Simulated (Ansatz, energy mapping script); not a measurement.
# Spin model of SrCoO2 in a distorted infinite layer structure from collinear orders, part 2 of 3

Aim: the exchange couplings of SrCoO2 in a distorted infinite layer structure from the energies of a few collinear orders, and the ordering temperature that they give.

PBE with U = 0.7 eV on Co d, ortho-atomic projectors; plane waves, U on orthogonalised atomic orbitals unless named otherwise, collinear spin, no spin–orbit coupling.

So far. Step 4 (Order 1: parallel, cell A of 8 atoms): The run ends ferromagnetic.

### Step 5. Run 2 (compensated +−; cell A, 8 atoms)

This order reverses 2 of the 2 neighbours at 3.42 Å and 2 of the 4 neighbours at 3.94 Å, counted for an average magnetic atom.

File input.yaml:

```yaml
crystal:
  lattice:
    - [-3.937063853, -0.037176496, 0.0]
    - [-0.037176496, -3.937063853, -3.415201044]
    - [-0.037176496, -3.937063853, 3.415201044]
  atoms:
    - { symbol: Sr, position: [0.5, 0.0, 0.5] }
    - { symbol: Sr, position: [0.5, 0.5, 0.0] }
    - { symbol: Co, position: [0.0, 0.5, 0.5], spin: 3.0 }
    - { symbol: Co, position: [0.0, 0.0, 0.0], spin: -3.0 }
    - { symbol: O, position: [0.5, 0.5, 0.5] }
    - { symbol: O, position: [0.5, 0.0, 0.0] }
    - { symbol: O, position: [0.0, 0.25, 0.25] }
    - { symbol: O, position: [0.0, 0.75, 0.75] }
magnetization:
  spin_polarized: true
kpoints:
  mp_grid: { grid: [10, 8, 8] }
hamiltonian:
  xc: pbe
  hubbard:
    sites:
      - { species: Co, l: d, u_eff: 0.7 }
      - { site: 2, l: d, u_eff: 0.7, starting_ns: [{ spin: up, occupation_matrix: co2_major }, { spin: down, occupation_matrix: co2_minor }] }
      - { site: 3, l: d, u_eff: 0.7, starting_ns: [{ spin: up, occupation_matrix: co2_minor }, { spin: down, occupation_matrix: co2_major }] }
    projectors: ortho-atomic
    occupation_matrices:
      co2_major:
        matrix:
          - [0.937, 0.0, 0.0, 0.0, 0.004]
          - [0.0, 0.995, 0.001, 0.0, 0.0]
          - [0.0, 0.001, 0.995, 0.0, 0.0]
          - [0.0, 0.0, 0.0, 0.831, 0.0]
          - [0.004, 0.0, 0.0, 0.0, 0.997]
      co2_minor:
        matrix:
          - [0.781, 0.0, 0.0, 0.0, -0.159]
          - [0.0, 0.606, -0.234, 0.0, 0.0]
          - [0.0, -0.234, 0.606, 0.0, 0.0]
          - [0.0, 0.0, 0.0, 0.28, 0.0]
          - [-0.159, 0.0, 0.0, 0.0, 0.513]
scf:
  occupations: { method: fermi_dirac, width: 0.05 }
output:
  eigenvalues: true
  write_density: true
  write_potential: true
  elf: true
  volumetric_format: npy
```

The run is started by

```
ansatz run input.yaml --threads 4 --pin off --max-ram 8192MiB --backend cpu --events-out ev --progress --plain --runs-dir out
```

Numbers of over 12 decimals in the logs are rounded to 6 here.

The program printed:

```text
[...]
Crystal: 8 atoms, lattice volume = 105.865 Å³
Basis set: ecut = 420 eV, 2083 PW (Γ)
Bands: 51, of which v1, the nominal top of the filled ones, is band 39 counted from 1 (38 counted from 0)
Symmetry: 4 space group operations
[...]
k-points: 186 of 640
[...]
Starting moments: Σ|m| = 6 μB on 2 of 8 sites
Starting magnetic order: antiferromagnet; a translation exchanges its spin sublattices: spin-degenerate at every k-point
[...]
SCF iter   1: F=—  HF=-19616.524424 eV  |F-HF|=—  |Δ(HF+E_count)|=         —  Δρ=1.28e-1 (↑1.28e-1 ↓1.28e-1)  dr2=3.02e1  dr2_m=6.96e0  M=0.000 μB ∫|m|=3.289 μB  β_m=0.30  ethr=3.10e-3  ⟨swp⟩=7.8  Hψ=43658  notcnv=0  defer=137
[...]
SCF iter  25: F=-19613.639392 eV  HF=-19613.639392 eV  |F-HF|=2.67e-8  |Δ(HF+E_count)|=   1.52e-7  Δρ=3.77e-6 (↑3.77e-6 ↓3.77e-6)  dr2=3.39e-8  dr2_m=4.98e-9  M=0.000 μB ∫|m|=4.702 μB  ethr=6.39e-11  ⟨swp⟩=1.0  Hψ=26726  notcnv=0
SCF 1 converged in 25 iterations: F = -19613.639392 eV  dr2 = 3.39e-8
[...]
SCF converged after 25 iterations
[...]
Magnetization: 0.0000 μB (39.0000 up, 39.0000 down)
Absolute magnetization: 4.7021 μB (∫|ρ↑−ρ↓|, with the PAW one-centre terms)
[...]
Per-site moments (μB) at R_I (Å): [(2.629027412958349e-16, 1.074985), (-2.629027412958349e-16, 1.074985), (1.988596, 0.812056), (-1.988596, 0.812056), (0.129151, 0.812056), (-0.129151, 0.812056), (-1.4045990512421727e-17, 0.812056), (9.878741027069779e-18, 0.812056)]
Free energy (F): -19613.639392 eV
[...]
Internal energy: -19613.602342 eV  (E = F + TS)
E sigma→0 (E₀):  -19613.620867 eV
Entropy (-TS):   -0.037050 eV (-4.631 meV/atom)
Fermi energy:    11.163283 eV
[...]
--- Specified on-site occupations, and those of the state reported ---
  electrons in the specified blocks: 15.0820 specified, 14.9829 found
[...]
--- Band table (eV; the first three rows and the last of 372) ---
  k-point 0 ↑: bands = [... 35 lower, 9.1405, 9.1614, 9.9963, 10.0925, 11.0280, 11.4520, 12.0895, 12.7572, ... 8 higher]
  k-point 1 ↑: bands = [... 35 lower, 9.0968, 9.3092, 9.9991, 10.0884, 11.0429, 11.4370, 12.0614, 12.8687, ... 8 higher]
  k-point 2 ↑: bands = [... 35 lower, 9.1502, 9.4802, 9.9854, 10.0669, 11.0624, 11.4079, 12.0172, 13.2049, ... 8 higher]
  k-point 185 ↓: bands = [... 35 lower, 9.6915, 9.9526, 10.8529, 11.1379, 11.6353, 11.8739, 14.0315, 14.4444, ... 8 higher]
Occupation matrices written to <dir>
```

Elapsed: 47 s, on 4 threads of Arm Neoverse V1, shared host; peak memory 1.5 GiB; 3.1 min of CPU time.

Spin moment in the sphere by atom:

| atom | spin moment in the sphere (μB) |
| --- | --- |
| Sr1 | 0.00 |
| Sr2 | 0.00 |
| Co3 | 1.99 |
| Co4 | -1.99 |
| O5 | 0.13 |
| O6 | -0.13 |
| O7 | 0.00 |
| O8 | 0.00 |

The run ends antiferromagnetic, 109.63 meV a magnetic atom above the parallel order of its cell, a difference that unlike orbital or electronic states can set, not exchange alone (energies taken at zero occupation width, not the printed F).

Spin density in the ac plane at fractional y = 0.000, with atoms of Sr and Co and O within 0.2 Å of it.

Ten even steps from '_' (-7.3 e/Å³) to '@' (0.0 e/Å³), each cell a mean:
```
==##@@@@@@@@@@@@@@@@@@@@%%**
%%@@@@@@@@@@@@@@@@@@@@@@@@%%
@@@@@@@@@@@@@@@@@@@@@@@@@@@@
@@@@@@@@@@@@@@@@@@@@@@@@@@@@
@@@@@@@@@@@@@@@@@@@@@@@@@@@@
@@@@@@@@@@@@@@@@@@@@@@@@@@@@
@@@@@@@@@@@@@@@@@@@@@@@@@@@@
@@@@@@@@@@@@@@@@@@@@@@@@@@@@
@@@@@@@@@@@@@@@@@@@@@@@@@@@@
@@@@@@@@@@@@@@@@@@@@@@@@@@@@
@@@@@@@@@@@@@@@@@@@@@@@@@@@@
@@@@@@@@@@@@@@@@@@@@@@@@@@@@
@@@@@@@@@@@@@@@@@@@@@@@@@@@@
@@@@@@@@@@@@@@@@@@@@@@@@@@@@
@@@@@@@@@@@@@@@@@@@@@@@@@@@@
@@@@@@@@@@@@@@@@@@@@@@@@@@@@
++##@@@@@@@@@@@@@@@@@@@@@@##
__++@@@@@@@@@@@@@@@@@@@@%%==
```
Columns run along a (3.9 Å), rows up along c (5.2 Å). Atoms in or near the plane, at fractional coordinates: Sr at (0.50, 0.50), Co at (0.00, 0.00), O at (0.50, 0.00).

ELF in the ac plane at fractional y = 0.000, with atoms of Sr and Co and O within 0.2 Å of it. It is the smooth field of the valence electrons, not physical close to the nuclei.

Ten even steps from '_' (0.03) to '@' (0.97), each cell a mean:
```
@@##--..++##**++####--..==%%
++==::..==##%%%%%%##--..::==
........::++**##**==..____..
......____..::::::..________
....________......______....
....____..++**##**--..____..
..____..**%%%%%%%%%%==______
______--%%%%**==##%%##::____
______++%%##::__--%%%%--____
______==%%%%==::++%%##--____
______::**%%%%%%%%%%++..____
....____--##%%%%%%**::____..
....______..::--::..______..
....__________..________....
..______::==++**++--........
--::....--##%%%%%%**::..::--
%%**::..++%%##**####--..==##
@@%%--..++##++--**##--..++@@
```
Columns run along a (3.9 Å), rows up along c (5.2 Å). Atoms in or near the plane, at fractional coordinates: Sr at (0.50, 0.50), Co at (0.00, 0.00), O at (0.50, 0.00).

### Step 6. Order 3: parallel, cell B of 8 atoms

The parallel order again, as the reference for this cell.

This run holds the same structure in another cell (a 3.937 → 3.415 Å, b 5.212 → 3.937 Å, c 5.212 → 7.874 Å, α 81.9 → 91.1°, β 89.2 → 90.0°, γ 89.2 → 90.0°).

File input.yaml:

```yaml
crystal:
  lattice:
    - [0.0, 0.0, -3.415201044]
    - [3.937063853, 0.037176496, 0.0]
    - [-0.074352992, -7.874127706, 0.0]
  atoms:
    - { symbol: Sr, position: [0.5, 0.5, 0.25] }
    - { symbol: Sr, position: [0.5, 0.5, 0.75] }
    - { symbol: Co, position: [0.0, 0.0, 0.5], spin: 3.0 }
    - { symbol: Co, position: [0.0, 0.0, 0.0], spin: 3.0 }
    - { symbol: O, position: [0.0, 0.5, 0.5] }
    - { symbol: O, position: [0.0, 0.5, 0.0] }
    - { symbol: O, position: [0.0, 0.0, 0.25] }
    - { symbol: O, position: [0.0, 0.0, 0.75] }
magnetization:
  spin_polarized: true
kpoints:
  mp_grid: { grid: [11, 10, 5] }
hamiltonian:
  xc: pbe
  hubbard:
    sites:
      - { species: Co, l: d, u_eff: 0.7 }
      - { site: 2, l: d, u_eff: 0.7, starting_ns: [{ spin: up, occupation_matrix: co2_major }, { spin: down, occupation_matrix: co2_minor }] }
      - { site: 3, l: d, u_eff: 0.7, starting_ns: [{ spin: up, occupation_matrix: co2_major }, { spin: down, occupation_matrix: co2_minor }] }
    projectors: ortho-atomic
    occupation_matrices:
      co2_major:
        matrix:
          - [0.937, 0.0, 0.0, 0.0, 0.004]
          - [0.0, 0.995, 0.001, 0.0, 0.0]
          - [0.0, 0.001, 0.995, 0.0, 0.0]
          - [0.0, 0.0, 0.0, 0.831, 0.0]
          - [0.004, 0.0, 0.0, 0.0, 0.997]
      co2_minor:
        matrix:
          - [0.781, 0.0, 0.0, 0.0, -0.159]
          - [0.0, 0.606, -0.234, 0.0, 0.0]
          - [0.0, -0.234, 0.606, 0.0, 0.0]
          - [0.0, 0.0, 0.0, 0.28, 0.0]
          - [-0.159, 0.0, 0.0, 0.0, 0.513]
scf:
  occupations: { method: fermi_dirac, width: 0.05 }
output:
  eigenvalues: true
```

The program printed:

```text
[...]
Crystal: 8 atoms, lattice volume = 105.865 Å³
Basis set: ecut = 420 eV, 2095 PW (Γ)
Bands: 51, of which v1, the nominal top of the filled ones, is band 39 counted from 1 (38 counted from 0)
Symmetry: 8 space group operations
[...]
k-points: 156 of 550
[...]
Starting moments: Σ|m| = 6 μB on 2 of 8 sites
[...]
k-point 0 ↑: bands = [... 35 lower, 8.5287, 8.5676, 8.7764, 8.9464, 9.6255, 9.8520, 9.9403, 12.3771, ... 8 higher]
  k-point 1 ↑: bands = [... 35 lower, 8.3443, 8.8469, 8.9551, 9.1143, 9.5693, 9.8051, 9.8502, 12.5778, ... 8 higher]
  k-point 2 ↑: bands = [... 35 lower, 8.2451, 9.1876, 9.2408, 9.4116, 9.4239, 9.5997, 9.6634, 13.1129, ... 8 higher]
  k-point 155 ↓: bands = [... 35 lower, 10.8837, 11.5242, 11.5788, 11.5828, 11.6838, 12.7487, 13.2517, 13.4841, ... 8 higher]
Occupation matrices written to <dir>
[key lines of the parts left out:]
SCF converged after 21 iterations
Magnetization: 4.5345 μB (41.2672 up, 36.7328 down)
Free energy (F): -19613.856319 eV
Fermi energy:    11.044918 eV
```

It took 52 s on 4 threads; peak memory 1.4 GiB; 3.4 min of CPU time.

The run ends ferromagnetic. For each magnetic atom its energy differs from the parallel run of the first cell by 1.90 meV, an error that one common reference would have brought in.

### Step 7. Order 4: compensated +−, cell B of 8 atoms

This order reverses 0 of the 2 neighbours at 3.42 Å and 2 of the 4 neighbours at 3.94 Å, counted for an average magnetic atom.

Edit input.yaml of step 6 so:

```diff
@@ -9,3 +9,3 @@
     - { symbol: Co, position: [0.0, 0.0, 0.5], spin: 3.0 }
-    - { symbol: Co, position: [0.0, 0.0, 0.0], spin: 3.0 }
+    - { symbol: Co, position: [0.0, 0.0, 0.0], spin: -3.0 }
     - { symbol: O, position: [0.0, 0.5, 0.5] }
@@ -24,3 +24,3 @@
       - { site: 2, l: d, u_eff: 0.7, starting_ns: [{ spin: up, occupation_matrix: co2_major }, { spin: down, occupation_matrix: co2_minor }] }
-      - { site: 3, l: d, u_eff: 0.7, starting_ns: [{ spin: up, occupation_matrix: co2_major }, { spin: down, occupation_matrix: co2_minor }] }
+      - { site: 3, l: d, u_eff: 0.7, starting_ns: [{ spin: up, occupation_matrix: co2_minor }, { spin: down, occupation_matrix: co2_major }] }
     projectors: ortho-atomic
```

The program printed:

```text
[...]
Crystal: 8 atoms, lattice volume = 105.865 Å³
Basis set: ecut = 420 eV, 2095 PW (Γ)
Bands: 51, of which v1, the nominal top of the filled ones, is band 39 counted from 1 (38 counted from 0)
Symmetry: 4 space group operations
[...]
k-points: 156 of 550
[...]
Starting moments: Σ|m| = 6 μB on 2 of 8 sites
[...]
k-point 1 ↑: bands = [... 35 lower, 9.2725, 9.2804, 9.4262, 10.2173, 10.9993, 11.5660, 11.8585, 12.8581, ... 8 higher]
  k-point 2 ↑: bands = [... 35 lower, 9.4331, 9.4918, 9.5685, 10.1676, 10.9629, 11.5232, 11.9316, 13.2731, ... 8 higher]
  k-point 155 ↓: bands = [... 35 lower, 9.7096, 10.4088, 10.6118, 11.6592, 11.6929, 11.8212, 12.6102, 13.3482, ... 8 higher]
Occupation matrices written to <dir>
[key lines of the parts left out:]
SCF converged after 22 iterations
Magnetization: 0.0000 μB (39.0000 up, 39.0000 down)
Free energy (F): -19613.670585 eV
Fermi energy:    11.145456 eV
```

Wall time 27 s (4 threads); peak memory 1.4 GiB; 1.8 min of CPU time.

The run ends antiferromagnetic, 91.33 meV a magnetic atom above the parallel order of its cell, a difference that unlike orbital or electronic states can set, not exchange alone (energies taken at zero occupation width, not the printed F).

### Step 8. Order 5: parallel, cell C of 8 atoms

The parallel order again, as the reference for this cell.

This run holds the same structure in another cell (a 3.415 → 5.212 Å, b 3.937 → 5.212 Å, c 7.874 → 5.212 Å, α 91.1 → 98.1°, β 90.0 → 114.7°, γ 90.0 → 116.1°).

File input.yaml:

```yaml
crystal:
  lattice:
    - [3.937063853, 0.037176496, 3.415201044]
    - [-0.037176496, -3.937063853, -3.415201044]
    - [0.037176496, 3.937063853, -3.415201044]
  atoms:
    - { symbol: Sr, position: [0.5, 0.25, 0.75] }
    - { symbol: Sr, position: [0.5, 0.75, 0.25] }
    - { symbol: Co, position: [0.0, 0.5, 0.5], spin: 3.0 }
    - { symbol: Co, position: [0.0, 0.0, 0.0], spin: 3.0 }
    - { symbol: O, position: [0.5, 0.75, 0.75] }
    - { symbol: O, position: [0.5, 0.25, 0.25] }
    - { symbol: O, position: [0.0, 0.25, 0.75] }
    - { symbol: O, position: [0.0, 0.75, 0.25] }
magnetization:
  spin_polarized: true
kpoints:
  mp_grid: { grid: [10, 10, 10] }
hamiltonian:
  xc: pbe
  hubbard:
    sites:
      - { species: Co, l: d, u_eff: 0.7 }
      - { site: 2, l: d, u_eff: 0.7, starting_ns: [{ spin: up, occupation_matrix: co2_major }, { spin: down, occupation_matrix: co2_minor }] }
      - { site: 3, l: d, u_eff: 0.7, starting_ns: [{ spin: up, occupation_matrix: co2_major }, { spin: down, occupation_matrix: co2_minor }] }
    projectors: ortho-atomic
    occupation_matrices:
      co2_major:
        matrix:
          - [0.937, 0.0, 0.0, 0.0, 0.004]
          - [0.0, 0.995, 0.001, 0.0, 0.0]
          - [0.0, 0.001, 0.995, 0.0, 0.0]
          - [0.0, 0.0, 0.0, 0.831, 0.0]
          - [0.004, 0.0, 0.0, 0.0, 0.997]
      co2_minor:
        matrix:
          - [0.781, 0.0, 0.0, 0.0, -0.159]
          - [0.0, 0.606, -0.234, 0.0, 0.0]
          - [0.0, -0.234, 0.606, 0.0, 0.0]
          - [0.0, 0.0, 0.0, 0.28, 0.0]
          - [-0.159, 0.0, 0.0, 0.0, 0.513]
scf:
  occupations: { method: fermi_dirac, width: 0.05 }
output:
  eigenvalues: true
```

The program printed:

```text
[...]
Crystal: 8 atoms, lattice volume = 105.865 Å³
Basis set: ecut = 420 eV, 2095 PW (Γ)
Bands: 51, of which v1, the nominal top of the filled ones, is band 39 counted from 1 (38 counted from 0)
Symmetry: 16 space group operations
[...]
k-points: 171 of 1000
[...]
Starting moments: Σ|m| = 6 μB on 2 of 8 sites
[...]
k-point 0 ↑: bands = [... 35 lower, 8.9487, 9.3483, 9.3979, 9.5762, 9.7676, 9.9340, 11.6359, 12.3686, ... 8 higher]
  k-point 1 ↑: bands = [... 35 lower, 9.1188, 9.2806, 9.3089, 9.5133, 9.7167, 9.9020, 11.8850, 12.5122, ... 8 higher]
  k-point 2 ↑: bands = [... 35 lower, 9.0543, 9.1009, 9.4224, 9.4932, 9.5911, 9.8186, 12.3899, 12.4941, ... 8 higher]
  k-point 170 ↓: bands = [... 35 lower, 10.6306, 10.9533, 11.2547, 11.4564, 11.4602, 11.9547, 14.6092, 14.8215, ... 8 higher]
Occupation matrices written to <dir>
[key lines of the parts left out:]
SCF converged after 24 iterations
Magnetization: 4.6133 μB (41.3066 up, 36.6934 down)
Free energy (F): -19613.863077 eV
Fermi energy:    11.045995 eV
```

The job ended after 70 s (4 threads; peak memory 1.6 GiB).

The run ends ferromagnetic. For each magnetic atom its energy differs from the parallel run of the first cell by -2.45 meV, an error that one common reference would have brought in.

### Step 9. Run 6 (compensated +−; cell C, 8 atoms)

This order reverses 2 of the 2 neighbours at 3.42 Å and 4 of the 4 neighbours at 3.94 Å, counted for an average magnetic atom.

Edit input.yaml of step 8 so:

```diff
@@ -9,3 +9,3 @@
     - { symbol: Co, position: [0.0, 0.5, 0.5], spin: 3.0 }
-    - { symbol: Co, position: [0.0, 0.0, 0.0], spin: 3.0 }
+    - { symbol: Co, position: [0.0, 0.0, 0.0], spin: -3.0 }
     - { symbol: O, position: [0.5, 0.75, 0.75] }
@@ -24,3 +24,3 @@
       - { site: 2, l: d, u_eff: 0.7, starting_ns: [{ spin: up, occupation_matrix: co2_major }, { spin: down, occupation_matrix: co2_minor }] }
-      - { site: 3, l: d, u_eff: 0.7, starting_ns: [{ spin: up, occupation_matrix: co2_major }, { spin: down, occupation_matrix: co2_minor }] }
+      - { site: 3, l: d, u_eff: 0.7, starting_ns: [{ spin: up, occupation_matrix: co2_minor }, { spin: down, occupation_matrix: co2_major }] }
     projectors: ortho-atomic
```

The program printed:

```text
[...]
Crystal: 8 atoms, lattice volume = 105.865 Å³
Basis set: ecut = 420 eV, 2095 PW (Γ)
Bands: 51, of which v1, the nominal top of the filled ones, is band 39 counted from 1 (38 counted from 0)
Symmetry: 8 space group operations
[...]
k-points: 171 of 1000
[...]
Starting moments: Σ|m| = 6 μB on 2 of 8 sites
[...]
k-point 1 ↑: bands = [... 35 lower, 9.5707, 9.8734, 10.0762, 10.6938, 11.4639, 11.5912, 12.0200, 12.9094, ... 8 higher]
  k-point 2 ↑: bands = [... 35 lower, 9.4075, 9.9148, 10.2097, 10.6389, 11.4396, 11.6294, 12.6022, 13.2525, ... 8 higher]
  k-point 170 ↓: bands = [... 35 lower, 9.3985, 9.7000, 9.8971, 10.7069, 11.5238, 11.7092, 13.9622, 14.8385, ... 8 higher]
Occupation matrices written to <dir>
[key lines of the parts left out:]
SCF converged after 23 iterations
Magnetization: 0.0000 μB (39.0000 up, 39.0000 down)
Free energy (F): -19613.740562 eV
Fermi energy:    11.157549 eV
```

Wall time 37 s (4 threads); peak memory 1.5 GiB.

The run ends antiferromagnetic, 52.60 meV a magnetic atom above the parallel order of its cell, a difference that unlike orbital or electronic states can set, not exchange alone.

[end of part 2 of 3]

[Logs and program files are shortened in this print: banners, set-up blocks, solver, clock and traceback lines can be left out without a mark of their own.]

[Logs are printed without paths, hosts, clocks, repeated set-up lines and the standing remarks that a program may print on its own settings, such as how far it seeks lower states.]

[Hosts, paths, dates, database ids (printed as entryN), source tags and the programs' standing remarks are cut or masked in the printed files.]

[Where a cell is said to come from a database of computed structures, the database is the Materials Project.]
